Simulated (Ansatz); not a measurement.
## Be2Sn (model cell, started as antifluorite): relaxing the cell for a phonon run

Aim: bring Be2Sn (model cell, started as antifluorite) to small forces and stress, as phonons need.

Main program and level: Ansatz 0.2.0; DFT PBEsol, scalar-relativistic, plane waves, PAW.

Most raw output is cut from this account.

The structure was built from a prototype and need not be the compound's stable phase.

## 1. Starting point

The structure is cubic, space group Fm-3m (No. 225). The conventional cell has a = 5.875 Å, b = 5.875 Å, c = 5.875 Å, α = 90.00°, β = 90.00°, γ = 90.00°. Sn has 8 Be at 2.54 Å nearest. Nearest to Be lie 4 Sn at 2.54 Å. Farther neighbours are not listed.

## 2. A coarse first look

A quick single point on a coarse mesh tells whether the cell has a gap and how far it is from rest, which sets the k mesh and smearing that follow.

File input.yaml:

```yaml
crystal:
  lattice:
    - [0.0, 2.93756, 2.93756]
    - [2.93756, 0.0, 2.93756]
    - [2.93756, 2.93756, 0.0]
  atoms:
    - { symbol: Sn, position: [0.0, 0.0, 0.0] }
    - { symbol: Be, position: [0.25, 0.25, 0.25] }
    - { symbol: Be, position: [0.75, 0.75, 0.75] }
kpoints:
  mp_grid: { grid: [6, 6, 6] }
hamiltonian:
  xc: pbesol
scf:
  occupations: { method: gaussian, width: 0.1 }
output:
  forces: true
  stress: true
  eigenvalues: true
```

Started as:

```
> ansatz run input.yaml --threads 4 --pin off --max-ram 7168MiB --backend cpu --events-out ev --progress --plain --runs-dir out
```

It took 0.41 s on 4 threads of Arm Neoverse V2, shared host; peak memory 0.29 GiB.

Numbers from this step:

```yaml
pressure: -4.098 GPa
volume_per_atom: 16.90 Å³
gap_on_the_k_mesh: 0 eV
```

The coarse mesh shows no gap and a pressure of -4.1 GPa.

## 3. Relaxation

Harmonic phonons are second derivatives at a point where the forces vanish, and they are wanted at zero stress, so atoms and cell are relaxed first.

input.yaml, the sections that differ from step 2:

```yaml
kpoints:
  mp_grid: { grid: [12, 12, 12] }
output:
  forces: true
  stress: true
  eigenvalues: true
  write_density: true
  write_potential: true
  elf: true
  volumetric_format: npy
relax:
  adjacent_minimum: "off"
  f_tol: 0.005
  max_steps: 80
  cell: { stress_tol: 0.05 }
# crystal, hamiltonian, scf: as in step 2
```

It took 4.1 s on 4 threads; peak memory 0.38 GiB; 15 s of CPU time.

Step by step:

```csv
step,energy less that of the first step (eV),largest force component (eV/Å),pressure (GPa),volume (Å³)
1,0.0000,0.0000,-4.05,50.70
2,-0.0292,0.0000,2.37,46.44
3,-0.0388,0.0000,-0.20,47.93
4,-0.0389,0.0000,-0.01,47.81
5*,-0.0384,0.0000,-0.01,47.81
```

Relaxation steps marked * repeat the geometry before them on a plane-wave basis chosen anew for their cell, so energy and pressure can jump there.

Forces are held to the 48 operations that the run works with; a distortion that breaks them can't arise in this run.

```csv
"conventional cell, symmetrised",before,after,change
a (Å),5.875,5.761,-1.9 %
b (Å),5.875,5.761,-1.9 %
c (Å),5.875,5.761,-1.9 %
volume (Å³/atom),16.90,15.94,-5.7 %
```

Final coordinates:

```xyz
3
Lattice="0.0000 2.8807 2.8807 2.8807 0.0000 2.8807 2.8807 2.8807 0.0000" Properties=species:S:1:pos:R:3 pbc="T T T"
Sn    0.0000    0.0000    0.0000
Be    1.4403    1.4403    1.4403
Be    4.3210    4.3210    4.3210
```

Numbers from this step:

```
pressure        : -0.007857 GPa
volume per atom : 15.94 Å³
```

ELF in the ac plane of a cell with a along [110], b along [-110] and c along [001] of the cube at fractional y = 0.000, with atoms of Sn and Be within 0.2 Å of it. It is the smooth field of the valence electrons, not physical close to the nuclei.

Ten even steps from '0' (0.00) to '9' (0.69), each cell a mean:
```
01468778641002588787520
23589669853224698689642
45797227975446994149864
56873003786557861016875
44542002554444530003544
11233333321112333333321
00135665310000246664200
00125775210000146764100
00135775210000246764100
01134554311001245554210
22342112332223432113432
55662002665556640004665
56895005986557972027975
34698448964345896369854
02479779742013688788531
00368778630002478787420
```
Columns run along a (8.1 Å), rows up along c (5.8 Å), edges of the conventional cell, whose origin can differ from the input's. Atoms in or near the plane, at fractional coordinates: Sn at (0.00, 0.00), Sn at (0.50, 0.00), Be at (0.25, 0.25), Be at (0.75, 0.25), Be at (0.25, 0.75), Be at (0.75, 0.75).

Valence density in the ac plane of a cell with a along [110], b along [-110] and c along [001] of the cube at fractional y = 0.000, with atoms of Sn and Be within 0.2 Å of it. It is the smooth field of the valence electrons, not physical close to the nuclei.

Ten steps, logarithmic in the rise over the least value, from '_' (0 e/Å³) to '@' (14 e/Å³), each cell a mean:
```
@@##==::........::==##@@%%**--::......::--**%%
**++--::::....::::--++****==::::......::::==**
----::::::....::::::------::::::......::::::--
..........____....................__..........
__....................____..................__
______............____________..........______
________........______________..........______
________........________________......________
________........______________..........______
________........______________..........______
______............__________..............____
..........____....................__..........
::::::::........::::::::::::::::......::::::::
====::::::....::::::======--::::......::::--==
%%**==::::....::::==**%%##++--::......::--++##
@@%%++::........::++%%@@@@**--::......::--**@@
```
Columns run along a (8.1 Å), rows up along c (5.8 Å), edges of the conventional cell, whose origin can differ from the input's. Atoms in or near the plane, at fractional coordinates: Sn at (0.00, 0.00), Sn at (0.50, 0.00), Be at (0.25, 0.25), Be at (0.75, 0.25), Be at (0.25, 0.75), Be at (0.75, 0.75).

Electrostatic potential energy in the ac plane of a cell with a along [110], b along [-110] and c along [001] of the cube at fractional y = 0.000, with atoms of Sn and Be within 0.2 Å of it. With pseudopotentials it is smooth inside the atoms' cores, unlike the true potential.

Ten even steps from '0' (-34 eV) to '9' (20 eV), each cell a mean:
```
98467777648995577777559
64577667755654676667645
56775225776556763236765
77763003677777750015777
88873003788888751015788
88876446788888875457888
88887777888888877778888
88888888888888888888888
88888778888888887778888
88877667788888876667888
88875225788888763136788
88763003678888750015788
67763003677667751015776
45676446764445665456654
86467777646884577777548
98467887649996578887569
```
Columns run along a (8.1 Å; values clipped at the 3rd and 97th percentile), rows up along c (5.8 Å), edges of the conventional cell, whose origin can differ from the input's. Atoms in or near the plane, at fractional coordinates: Sn at (0.00, 0.00), Sn at (0.50, 0.00), Be at (0.25, 0.25), Be at (0.75, 0.25), Be at (0.25, 0.75), Be at (0.75, 0.75).

In this step the volume went from 16.90 to 15.94 Å³/atom.

## 4. Tight relaxation

Phonons need a cell at rest on their own settings, so the relaxation is repeated with tight tolerances on forces and stress on the k mesh and occupations of the first response run.

input.yaml, the sections that differ from step 3:

```yaml
crystal:
  lattice:
    - [0.0, 2.8806534513, 2.8806534513]
    - [2.8806534513, 0.0, 2.8806534513]
    - [2.8806534513, 2.8806534513, 0.0]
  atoms:
    - { symbol: Sn, position: [0.0, 0.0, 0.0] }
    - { symbol: Be, position: [0.25, 0.25, 0.25] }
    - { symbol: Be, position: [0.75, 0.75, 0.75] }
scf:
  occupations: { method: methfessel_paxton, width: 0.15 }
relax:
  adjacent_minimum: "off"
  f_tol: 0.001
  max_steps: 60
  cell: { stress_tol: 0.01 }
# kpoints, hamiltonian, output: as in step 3
```

Elapsed: 1.8 s, on 4 threads; peak memory 0.37 GiB.

Little changed from the start: no atom moved by 0.005 Å and no cell edge by 0.1 %.

This step gave:

```
pressure : -0.007520 GPa
```

Electrostatic potential energy in the ac plane of a cell with a along [110], b along [-110] and c along [001] of the cube at fractional y = 0.000, with atoms of Sn and Be within 0.2 Å of it. With pseudopotentials it is smooth inside the atoms' cores, unlike the true potential.

Ten even steps from '0' (-34 eV) to '9' (20 eV), each cell a mean:
```
98467777648995577777559
64577667755654676667645
56775225776556763236765
77763003677777750015777
88873003788888751015788
88876446788888875457888
88887777888888877778888
88888888888888888888888
88888778888888887778888
88877667788888876667888
88875225788888763136788
88763003678888750015788
67763003677667751015776
45676446764445665456654
86467777646884577777548
98467887649996578887569
```
Columns run along a (8.1 Å; values clipped at the 3rd and 97th percentile), rows up along c (5.8 Å), edges of the conventional cell, whose origin can differ from the input's. Atoms in or near the plane, at fractional coordinates: Sn at (0.00, 0.00), Sn at (0.50, 0.00), Be at (0.25, 0.25), Be at (0.75, 0.25), Be at (0.25, 0.75), Be at (0.75, 0.75).

Valence density in the ac plane of a cell with a along [110], b along [-110] and c along [001] of the cube at fractional y = 0.000, with atoms of Sn and Be within 0.2 Å of it. It is the smooth field of the valence electrons, not physical close to the nuclei.

Values in units of 1e0 e/Å³, 9 rows by 16 columns, each cell a mean:
```
6.7 1.6 0.3 0.2 0.2 0.3 0.8 4.9 6.7 1.6 0.3 0.2 0.2 0.3 0.8 4.9
0.6 0.3 0.3 0.2 0.2 0.2 0.3 0.5 0.6 0.3 0.3 0.2 0.2 0.2 0.3 0.5
0.1 0.1 0.2 0.1 0.1 0.2 0.1 0.1 0.1 0.1 0.2 0.1 0.1 0.2 0.1 0.1
0.0 0.1 0.1 0.2 0.2 0.1 0.1 0.0 0.0 0.1 0.1 0.2 0.2 0.1 0.1 0.0
0.0 0.0 0.1 0.1 0.2 0.1 0.0 0.0 0.0 0.0 0.1 0.1 0.2 0.1 0.0 0.0
0.0 0.1 0.1 0.2 0.2 0.1 0.1 0.0 0.0 0.1 0.1 0.2 0.2 0.1 0.1 0.0
0.2 0.2 0.2 0.1 0.1 0.2 0.2 0.2 0.2 0.2 0.2 0.1 0.1 0.2 0.2 0.2
1.2 0.5 0.3 0.2 0.2 0.3 0.4 0.9 1.2 0.5 0.3 0.2 0.2 0.3 0.4 0.9
9.7 2.1 0.4 0.2 0.2 0.3 1.0 7.0 9.7 2.1 0.4 0.2 0.2 0.3 1.0 7.0
```
Columns run along a (8.1 Å), rows up along c (5.8 Å), edges of the conventional cell, whose origin can differ from the input's. Atoms in or near the plane, at fractional coordinates: Sn at (0.00, 0.00), Sn at (0.50, 0.00), Be at (0.25, 0.25), Be at (0.75, 0.25), Be at (0.25, 0.75), Be at (0.75, 0.75).

ELF in the ac plane of a cell with a along [110], b along [-110] and c along [001] of the cube at fractional y = 0.000, with atoms of Sn and Be within 0.2 Å of it. It is the smooth field of the valence electrons, not physical close to the nuclei.

Ten even steps from '_' (0.00) to '@' (0.69), each cell a mean:
```
__..==**%%####%%**==..____::++%%%%##%%##++::__
::--++%%@@****@@%%++--::::==**@@%%**%%@@**==::
==++##@@##::::##@@##++====**@@@@==..==@@%%**==
++**%%##--____--##%%**++++##%%**..__..**%%##++
====++==::____::++++========++--______--++====
....::------------::......::--------------::..
____..--++****++--..________::==******==::____
____..::++####++::..________..==**##**==..____
____..--++####++::..________::==**##**==..____
__....--==++++==--....____..::==++++++==::..__
::::--==::....::----::::::--==--::....--==--::
++++****::____::****++++++****==______==****++
++**%%@@++____++@@%%**++++##@@##::__::##@@##++
--==**@@%%====%%@@**==--==++%%@@**--**@@%%++==
__::==##@@####@@##==::__..--**%%%%##%%%%++--..
____--**%%####%%**--______::==##%%##%%##==::__
```
Columns run along a (8.1 Å), rows up along c (5.8 Å), edges of the conventional cell, whose origin can differ from the input's. Atoms in or near the plane, at fractional coordinates: Sn at (0.00, 0.00), Sn at (0.50, 0.00), Be at (0.25, 0.25), Be at (0.75, 0.25), Be at (0.25, 0.75), Be at (0.75, 0.75).

The forces vanish by symmetry and the pressure is -0.008 GPa, within the tolerances set. The cell now holds 15.94 Å³/atom.

## 5. Outcome

| Item | Value |
| --- | --- |
| space group after relaxation (within 0.01 Å) | Fm-3m |
| lattice constant a | 5.761 Å |
| lattice constant b | 5.761 Å |
| lattice constant c | 5.761 Å |
| volume per atom | 15.9 Å³ |

The forces vanish by symmetry and the pressure is -0.008 GPa, within the tolerances set. The cell now holds 15.94 Å³/atom. The relaxation keeps the symmetry of its start, so it says nothing on stability against lower symmetry. Spin-orbit coupling is left out, which can matter for the heavy elements here. The starting cell was built on a prototype and not taken from a measurement, so the phase need not exist.

[Logs are printed without paths, hosts, clocks, repeated set-up lines and the standing remarks that a program may print on its own settings, such as how far it seeks lower states.]

[Hosts, paths, dates, database ids (printed as entryN), source tags and the programs' standing remarks are cut or masked in the printed files.]
